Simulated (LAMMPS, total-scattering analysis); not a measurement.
# Fe21Co19: neutron weights and totals by hand

A simulated model of Fe21Co19 at 2210 K, zero pressure, from classical molecular dynamics (LAMMPS) with the 2NN MEAM potential (Wang, Kwon, Kim and Lee, npj Comput. Mater. 9, 60 (2023)). The average runs over 8.0 ps of 400 atoms. It is a liquid; how it was made: 400 atoms placed at random at 7.37 g/cm^3, melted at 2440 K for 8 ps, cooled at 200 K/ps. Whether this temperature lies above the real melting point isn't tested here; fast cooling can keep a melt undercooled. Atom fractions Fe 0.5250, Co 0.4750; masses Fe 55.845, Co 58.933 u; density 7.1960 g/cm³; coherent lengths Fe 9.45, Co 2.49 fm. Faber–Ziman partials at a few Q:

| Q (Å⁻¹) | S Fe–Fe | S Fe–Co | S Co–Co |
| --- | --- | --- | --- |
| 3.00 | 2.521 | 2.461 | 2.318 |
| 4.30 | 0.711 | 0.624 | 0.650 |
| 5.40 | 1.175 | 1.233 | 1.135 |

The pair function g(CoCo), r in Å, every 0.06 Å up to its first minimum: 1.89 0.06, 1.95 0.10, 2.01 0.30, 2.07 0.82, 2.13 1.37, 2.19 1.86, 2.25 2.19, 2.31 2.49, 2.37 2.69, 2.43 2.54, 2.49 2.30, 2.55 2.15, 2.61 1.76, 2.67 1.50, 2.73 1.31, 2.79 1.24, 2.85 0.91, 2.91 0.92, 2.97 0.77, 3.03 0.63, 3.09 0.60, 3.15 0.54, 3.21 0.45, 3.27 0.51, 3.33 0.48.

**Tasks.** (a) The number density. (b) The neutron weights. (c) The neutron S(Q) at the listed Q. (d) The Bhatia–Thornton terms S_NN and S_CC there. (e) The number of Co around Co.

(a) The mean mass is 0.5250×55.845 + 0.4750×58.933 = 57.312 u, so ρ₀ = 7.1960/(57.312 × 1.66054) = 0.07561 Å⁻³.

(b) ⟨b⟩ = 0.5250×9.45 + 0.4750×2.49 = 6.144 fm. The weight of a pair is ci cj bi bj (2 − δij)/⟨b⟩²: Fe–Fe 0.652, Fe–Co 0.311, Co–Co 0.037; they sum to 1.000.

(c) S = 1 + Σ w (Sij − 1). At 3.00 Å⁻¹: 1 + 0.992 + 0.454 + 0.049 = 2.495; Fe–Fe pushes up most. At 4.30 Å⁻¹: 1 − 0.188 − 0.117 − 0.013 = 0.682; Fe–Fe pulls down most. At 5.40 Å⁻¹: 1 + 0.114 + 0.072 + 0.005 = 1.191; Fe–Fe pushes up most.

(d) S_NN = c₁²S₁₁ + c₂²S₂₂ + 2c₁c₂S₁₂ and S_CC = c₁c₂[1 + c₁c₂(S₁₁ + S₂₂ − 2S₁₂)], with 1 = Fe: 3.00 Å⁻¹: S_NN = 2.45, S_CC/(c₁c₂) = 0.98; 4.30 Å⁻¹: S_NN = 0.65, S_CC/(c₁c₂) = 1.03; 5.40 Å⁻¹: S_NN = 1.19, S_CC/(c₁c₂) = 0.96. A random mixture has S_CC/(c₁c₂) = 1; a value well above it means concentration waves of period 2π/Q: alternation near the main peak or below it, clustering toward Q = 0.

(e) n = 4πρ₀ c(Co) Σ r² g Δr. The sum Σ r² g over the listed points is 199.5 Å², so n = 4π × 0.07561 × 0.4750 × 199.5 × 0.06 = 5.40; counting pairs in the frames up to 3.38 Å gives 5.42; the coarse grid and the factor (N − 1)/N for like atoms account for the difference.
